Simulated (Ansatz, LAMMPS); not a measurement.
**Amorphous 62SiO2-38GeO2 (mol %) (96 atoms): geometry optimisation**

Aim: bring amorphous 62SiO2-38GeO2 (mol %) (96 atoms) to a nearby minimum of the energy and see what moves.

Program: Ansatz 0.2.0. Level of theory: Kohn-Sham DFT, PBE, PAW (set soft_2), plane waves. Results are calculated unless marked as measured.

Most raw output is cut from this account.

### Step 1. The starting structure

The cell holds 96 atoms: 20 Si, 12 Ge and 64 O. Its edges and angles: a = 11.391 Å, b = 11.391 Å, c = 11.391 Å, α = 90.0°, β = 90.0°, γ = 90.0°. 96 atoms (20 Si, 12 Ge, 64 O) placed at random at 2.76 g/cm³, melted at 5000 K for 10 ps at fixed volume with the Morse and Coulomb pair potential with partial charges (Pedone, Malavasi, Menziani, Cormack and Segre, J. Phys. Chem. B 110, 11780 (2006)). Quenched from 5000 K to 300 K at 50 K/ps and fixed volume, held 5 ps, then minimised at fixed cell.

Limits known from the start: The quench rate of 50 K/ps is many orders above laboratory rates, so the cell is likely richer in defects and strain than a real sample. The network of bonds at the start is that of the classical potential that made the cell. Sampling is at Γ alone, for a cell whose shortest periodic width is 11 Å.

### Step 2. How the cell was made

A classical potential supplies the starting structure, since it reaches far longer times than DFT.

This step: classical MD, Morse and Coulomb pair potential with partial charges (Pedone, Malavasi, Menziani, Cormack and Segre, J. Phys. Chem. B 110, 11780 (2006)) (LAMMPS 22 Jul 2025 - Update 4).

Contents of in.lmp:

```
# melt-quench of Si20Ge12O64
units metal
atom_style charge
boundary p p p
region box block 0 11.3914 0 11.3914 0 11.3914
create_box 3 box
mass 1 28.0850   # Si
mass 2 72.6300   # Ge
mass 3 15.9990   # O
create_atoms 1 random 20 39565 NULL overlap 1.5 maxtry 2000
create_atoms 2 random 12 39572 NULL overlap 1.5 maxtry 2000
create_atoms 3 random 64 39579 NULL overlap 1.5 maxtry 2000
pair_style hybrid/overlay pedone 5.5 coul/long 8.0
pair_coeff * * coul/long
pair_coeff 1 3 pedone 0.340554 2.006700 2.100000 1   # Si-O
pair_coeff 2 3 pedone 0.158118 2.294230 2.261313 5   # Ge-O
pair_coeff 3 3 pedone 0.042395 1.379316 3.618701 22   # O-O
set type 1 charge 2.4
set type 2 charge 2.4
set type 3 charge -1.2
kspace_style pppm 1.0e-4
neigh_modify delay 0 every 1 check yes
thermo_style custom step time temp pe press density
thermo_modify norm yes
timestep 0.002
thermo 100
min_style cg
minimize 1e-4 1e-4 200 2000
reset_timestep 0
velocity all create 5000 39566 mom yes dist gaussian
fix lim all nve/limit 0.05
fix lan all langevin 5000 5000 0.2 39567 zero yes
thermo 500
run 1000 post no
# [... 10 lines left out ...]
thermo 1250
fix md all nvt temp 300 300 0.2
run 2500 post no
unfix md
thermo 100
min_style cg
minimize 0 1e-3 2000 20000
write_dump all custom glass.dump id type xs ys zs modify sort id
```

Started as:

```console
$ lmp -in in.lmp -log none -nocite
```

Elapsed: 20 s, on 1 thread of Arm Neoverse V2, shared host; peak memory 0.069 GiB.

### Step 3. Single point at the start

The forces at the start show how far the geometry lies from a minimum of this functional.

Contents of input.yaml:

```yaml
crystal:
  lattice:
    - [11.3914, 0.0, 0.0]
    - [0.0, 11.3914, 0.0]
    - [0.0, 0.0, 11.3914]
  atoms:
    - { symbol: Si, position: [0.97996, 0.20058, 0.8052] }
    - { symbol: Si, position: [0.27256, 0.42574, 0.96469] }
    - { symbol: Si, position: [0.63728, 0.71375, 0.47551] }
    - { symbol: Si, position: [0.85184, 0.52861, 0.483] }
    - { symbol: Si, position: [0.11377, 0.52034, 0.55379] }
    - { symbol: Si, position: [0.08557, 0.03657, 0.41392] }
    - { symbol: Si, position: [0.0707, 0.06815, 0.03182] }
    - { symbol: Si, position: [0.54086, 0.08185, 0.68828] }
    - { symbol: Si, position: [0.75647, 0.09131, 0.86718] }
    - { symbol: Si, position: [0.05592, 0.83944, 0.86643] }
    - { symbol: Si, position: [0.88619, 0.06626, 0.24657] }
    - { symbol: Si, position: [0.32886, 0.1619, 0.03299] }
    - { symbol: Si, position: [0.37465, 0.9646, 0.85478] }
    - { symbol: Si, position: [0.21818, 0.63128, 0.77945] }
    - { symbol: Si, position: [0.52447, 0.17558, 0.22802] }
    - { symbol: Si, position: [0.44621, 0.84447, 0.08372] }
    - { symbol: Si, position: [0.50978, 0.61769, 0.23906] }
    - { symbol: Si, position: [0.69127, 0.28933, 0.04777] }
    - { symbol: Si, position: [0.55034, 0.9777, 0.43312] }
    - { symbol: Si, position: [0.85329, 0.34367, 0.26282] }
    - { symbol: Ge, position: [0.44228, 0.38812, 0.39389] }
    - { symbol: Ge, position: [0.53922, 0.51795, 0.99601] }
    - { symbol: Ge, position: [0.05942, 0.49176, 0.14205] }
    - { symbol: Ge, position: [0.73182, 0.89379, 0.07623] }
    - { symbol: Ge, position: [0.82236, 0.43461, 0.76067] }
    - { symbol: Ge, position: [0.1506, 0.02495, 0.68111] }
    - { symbol: Ge, position: [0.49413, 0.63061, 0.73267] }
    - { symbol: Ge, position: [0.20481, 0.25323, 0.52487] }
    - { symbol: Ge, position: [0.30669, 0.89932, 0.31317] }
    - { symbol: Ge, position: [0.86758, 0.65232, 0.97028] }
    - { symbol: Ge, position: [0.25782, 0.60518, 0.33333] }
    - { symbol: Ge, position: [0.55274, 0.35922, 0.66073] }
    - { symbol: O, position: [0.99381, 0.54977, 0.48028] }
    - { symbol: O, position: [0.31066, 0.28853, 0.96747] }
    - { symbol: O, position: [0.51178, 0.29966, 0.29732] }
    - { symbol: O, position: [0.39076, 0.49105, 0.01371] }
    - { symbol: O, position: [0.62818, 0.85437, 0.44708] }
    - { symbol: O, position: [0.76133, 0.64076, 0.47163] }
    - { symbol: O, position: [0.68828, 0.36906, 0.72781] }
    - { symbol: O, position: [0.36587, 0.91368, 0.17425] }
    - { symbol: O, position: [0.06742, 0.93447, 0.97675] }
    - { symbol: O, position: [0.18364, 0.98022, 0.32939] }
    - { symbol: O, position: [0.23866, 0.50902, 0.85376] }
    - { symbol: O, position: [0.56775, 0.6611, 0.35678] }
    - { symbol: O, position: [0.7615, 0.98101, 0.955] }
    - { symbol: O, position: [0.26128, 0.137, 0.60352] }
    - { symbol: O, position: [0.60944, 0.38527, 0.98314] }
    - { symbol: O, position: [0.07492, 0.15707, 0.71564] }
    - { symbol: O, position: [0.11016, 0.98003, 0.53918] }
    - { symbol: O, position: [0.41738, 0.93193, 0.41055] }
    - { symbol: O, position: [0.34869, 0.67225, 0.73591] }
    - { symbol: O, position: [0.28198, 0.75114, 0.33092] }
    - { symbol: O, position: [0.4505, 0.71507, 0.1549] }
    - { symbol: O, position: [0.96232, 0.58052, 0.06634] }
    - { symbol: O, position: [0.7923, 0.97232, 0.19288] }
    - { symbol: O, position: [0.13177, 0.59287, 0.67286] }
    - { symbol: O, position: [0.86837, 0.11506, 0.78993] }
    - { symbol: O, position: [0.39575, 0.07701, 0.9423] }
    - { symbol: O, position: [0.5487, 0.61878, 0.88021] }
    - { symbol: O, position: [0.3998, 0.52596, 0.31068] }
    - { symbol: O, position: [0.57868, 0.54838, 0.14302] }
    - { symbol: O, position: [0.48151, 0.4792, 0.71607] }
    - { symbol: O, position: [0.39924, 0.85808, 0.95014] }
    - { symbol: O, position: [0.58076, 0.8854, 0.08847] }
    - { symbol: O, position: [0.98205, 0.07708, 0.14026] }
    - { symbol: O, position: [0.15557, 0.56398, 0.23487] }
    - { symbol: O, position: [0.02795, 0.16297, 0.93405] }
    - { symbol: O, position: [0.8222, 0.42892, 0.3783] }
    - { symbol: O, position: [0.53524, 0.39841, 0.5118] }
    - { symbol: O, position: [0.77655, 0.74918, 0.04917] }
    - { symbol: O, position: [0.57109, 0.6809, 0.60515] }
    - { symbol: O, position: [0.50285, 0.21955, 0.68217] }
    - { symbol: O, position: [0.22126, 0.55991, 0.46894] }
    - { symbol: O, position: [0.20284, 0.10507, 0.05856] }
    - { symbol: O, position: [0.93064, 0.33338, 0.79302] }
    - { symbol: O, position: [0.84616, 0.20102, 0.27934] }
    - { symbol: O, position: [0.40207, 0.16956, 0.15421] }
    - { symbol: O, position: [0.84153, 0.48772, 0.61889] }
    [... 12 atom lines left out ...]
    - { symbol: O, position: [0.81934, 0.54302, 0.87094] }
    - { symbol: O, position: [0.1599, 0.73671, 0.85333] }
    - { symbol: O, position: [0.46445, 0.9775, 0.74788] }
    - { symbol: O, position: [0.05035, 0.91756, 0.75343] }
    - { symbol: O, position: [0.98002, 0.39092, 0.22117] }
    - { symbol: O, position: [0.11216, 0.17668, 0.43038] }
kpoints:
  mp_grid: { grid: [1, 1, 1] }
hamiltonian:
  xc: pbe
scf:
  occupations: { method: fermi_dirac, width: 0.025 }
output:
  forces: true
```

Started as:

```console
$ ansatz run input.yaml --threads 4 --pin off --max-ram 8192MiB --backend cpu --events-out ev --progress --plain --runs-dir out
```

The job ended after 13 s (4 threads of Arm Neoverse V2, shared host; peak memory 1.9 GiB; 48 s of CPU time).

The run gave:

```
free energy            : -100622.1157 eV
free energy per atom   : -1048.1470 eV/atom
SCF cycles             : 9
r.m.s. force component : 0.7181 eV/Å
longest force          : 2.452 eV/Å
Fermi energy           : 3.727 eV
```

The r.m.s. force component of 0.72 eV/Å sets the starting point.

Neighbours are counted within 2.12 Å (O-Si), 2.27 Å (O-Ge).

Length of the force by element and coordination:

```tsv
element	coordination	atoms	mean length of the force (eV/Å)	spread	least	most
Ge	all	12	0.984	0.402	0.500	1.82
Ge	4	11	1.00	0.415	0.500	1.82
Ge	5	1	0.800	0	0.800	0.800
O	all	64	1.08	0.430	0.393	2.43
O	2	63	1.08	0.433	0.393	2.43
O	3	1	1.20	0	1.20	1.20
Si	all	20	1.47	0.488	0.580	2.45
```

### Step 4. Cell and atoms relaxed

The cell is relaxed with the atoms, since the starting lattice needn't suit this functional.

input.yaml: that of step 3 with these lines changed.

```diff
@@ -15 +15,5 @@
   forces: true
+relax:
+  f_tol: 0.04
+  max_steps: 250
+  cell: {}
```

Run time: 5.5 min. Hardware: 4 threads; peak memory 2 GiB; 21 min of CPU time.

Relaxation path:

```tsv
step	energy less that of the first step (eV)	largest force component (eV/Å)	pressure (GPa)	volume (Å³)
1	0.0000	2.0580	2.47	1478.19
2	-3.1985	1.3959	1.18	1481.68
3	-5.7783	0.6530	-0.29	1465.18
4	-6.6081	1.7430	-0.01	1437.15
5	-6.9489	0.4316	-0.23	1418.51
6	-7.1913	0.1961	-0.02	1415.39
7	-7.2850	0.1226	-0.01	1412.61
8	-7.3370	0.2191	-0.06	1410.68
9	-7.3995	0.1609	0.01	1406.60
10	-7.4317	0.1176	-0.01	1407.77
11	-7.4313	0.2280	-0.27	1406.68
12	-7.4450	0.0427	0.01	1406.59
13	-7.4553	0.0969	-0.07	1404.82
14	-7.4573	0.0545	0.01	1404.77
15	-7.4574	0.0433	0.00	1405.02
16	-7.4596	0.0186	-0.01	1404.75
17*	-7.4091	0.0186	-0.13	1404.75
18	-7.4335	0.1809	0.15	1395.98
19	-7.4304	0.0574	-0.01	1401.46
20	-7.4346	0.0285	0.00	1401.31
21*	-7.4230	0.0285	-0.01	1401.31
```

Relaxation steps marked * repeat the geometry before them on a plane-wave basis chosen anew for their cell, so energy and pressure can jump there. Relaxation steps 11, 18 were tried and not accepted.

```tsv
cell as run	before	after	change
a (Å)	11.391	11.726	+2.9 %
b (Å)	11.391	10.969	-3.7 %
c (Å)	11.391	10.928	-4.1 %
α (°)	90.00	88.48	-1.7 %
β (°)	90.00	93.79	+4.2 %
γ (°)	90.00	88.33	-1.9 %
volume (Å³/atom)	15.40	14.60	-5.2 %
```

The atoms that moved most (Å, as changes of fractional coordinates times the final cell):

```tsv
atom	dx	dy	dz	length
O69	-0.559	0.558	0.189	0.813
O66	-0.273	0.678	-0.291	0.787
O54	0.121	-0.387	-0.585	0.712
O48	-0.461	0.040	-0.415	0.622
O62	-0.085	-0.153	0.553	0.580
O80	-0.203	0.430	0.230	0.528
O91	-0.373	0.187	-0.263	0.493
O88	-0.327	-0.209	-0.304	0.493
```

The relaxation changed the energy by -77.3 meV/atom, and atoms moved by 0.32 Å r.m.s., 0.81 Å at most.

### Step 5. Distances and neighbours after relaxation

Bonds before and after, by the cutoffs listed below:

```tsv
pair	bonds before	bonds after	mean before (Å)	mean after (Å)	spread before (Å)	spread after (Å)
O-Si	80	80	1.625	1.636	0.037	0.021
O-Ge	49	49	1.749	1.782	0.057	0.050
```

Density 2.91 g/cm³, 14.60 Å³ an atom.

Pair distribution functions g(r), in bins of 0.2 Å:

```tsv
r (Å)	total	O-O	O-Si	O-Ge	Si-Si	Si-Ge	Ge-Ge
1.60	3.58	0.00	12.90	0.00	0.00	0.00	0.00
1.80	1.82	0.00	0.14	10.70	0.00	0.00	0.00
2.00	0.10	0.00	0.00	0.59	0.00	0.00	0.00
2.20	0.00	0.00	0.00	0.00	0.00	0.00	0.00
2.40	0.02	0.04	0.00	0.00	0.00	0.00	0.00
2.60	1.60	3.54	0.00	0.11	0.00	0.00	0.00
2.80	1.35	2.94	0.05	0.10	0.34	0.00	0.00
3.00	1.08	1.38	0.29	0.31	4.02	2.27	2.54
3.20	0.82	0.56	0.38	0.49	3.64	3.67	2.28
3.40	0.66	0.50	0.90	0.63	0.00	0.41	4.14
3.60	0.71	0.50	1.17	0.95	0.00	0.00	0.00
3.80	1.01	0.72	1.70	1.22	0.38	0.15	0.00
4.00	1.11	0.73	1.62	1.58	0.51	0.72	0.49
4.20	1.16	0.69	1.88	1.52	0.79	0.78	0.00
4.40	1.14	0.76	1.25	2.09	0.57	1.31	1.23
4.60	1.07	1.09	0.80	1.20	1.07	1.85	1.08
4.80	1.02	1.35	0.64	0.72	0.97	1.22	1.00
5.00	1.08	1.42	0.63	0.64	1.56	1.58	1.56
5.20	1.04	1.36	0.61	0.62	1.85	1.38	0.56
```

Bonds by pair of elements; cutoffs follow the first minimum of g(r), held within bounds set by covalent radii, and pairs that aren't listed don't count as bonded:

```tsv
pair A-B	cutoff (Å)	bonds	mean length (Å)	spread (Å)	shortest (Å)	B about A	A about B
O-Si	2.08	80	1.64	0.021	1.60	1.25	4
O-Ge	2.27	49	1.78	0.05	1.72	0.766	4.08
```

How many atoms have how many bonded neighbours:

```tsv
element	mean	2	3	4	5
Ge	4.08	0	0	11	1
O	2.02	63	1	0	0
Si	4	0	0	20	0
```

Bond angles (no mean is given where the spread exceeds 20°):

```tsv
angle	count	mean (°)	spread (°)
O-Si-O	120	109	4.1
O-Ge-O	76	109	11.5
Ge-O-Si	27	135	12
Si-O-Si	27	142	11.4
Ge-O-Ge	12	130	13.5
```

Oxygen atoms by the number of network formers (Si, P, Ge, B, Al, As, Ga) bound to them:

```tsv
network formers bound to O	O atoms	per cent
0	0	0
1	0	0
2	63	98.4
3	1	1.6
```

Network units: each former by its oxygen neighbours and how many of them bridge to another former:

```tsv
former	O neighbours	bridging O	atoms
Si	4	4	20
Ge	4	4	11
Ge	5	5	1
```

Bond length by coordination (bonds to H left out):

```tsv
element	coordination	atoms	mean bond length (Å)
Ge	4	11	1.77
Ge	5	1	1.85
O	2	63	1.69
O	3	1	1.88
```

Rings of the network by King's shortest-path rule, up to 12 atoms, one path for each pair of neighbours; H, halogens, alkali and alkaline-earth atoms are left out, and the last column divides by all other atoms, bonded or not:

```tsv
ring size (atoms)	rings	per network atom
6	1	0.01
8	4	0.042
10	17	0.177
12	18	0.188
```

By these cutoffs 92 % of Ge atoms have 4, 98 % of O atoms have 2 and all Si atoms have 4 bonded neighbours. The O-Si-O angle averages 109° with a spread of 4°. 98 % of the oxygens bridge two formers (Si and Ge) and 0 % are non-bridging; 2 % join three. The commonest Si unit has 4 oxygens, 4 of them shared with other formers (20 of 20 atoms). Rings of 12 atoms are the most common (45 % of those counted); sizes run from 6 to 12, where the search stops.

[end of part 1 of 2]

[Logs are printed without paths, hosts, clocks, repeated set-up lines and the standing remarks that a program may print on its own settings, such as how far it seeks lower states.]

[Hosts, paths, dates, database ids (printed as entryN), source tags and the programs' standing remarks are cut or masked in the printed files.]
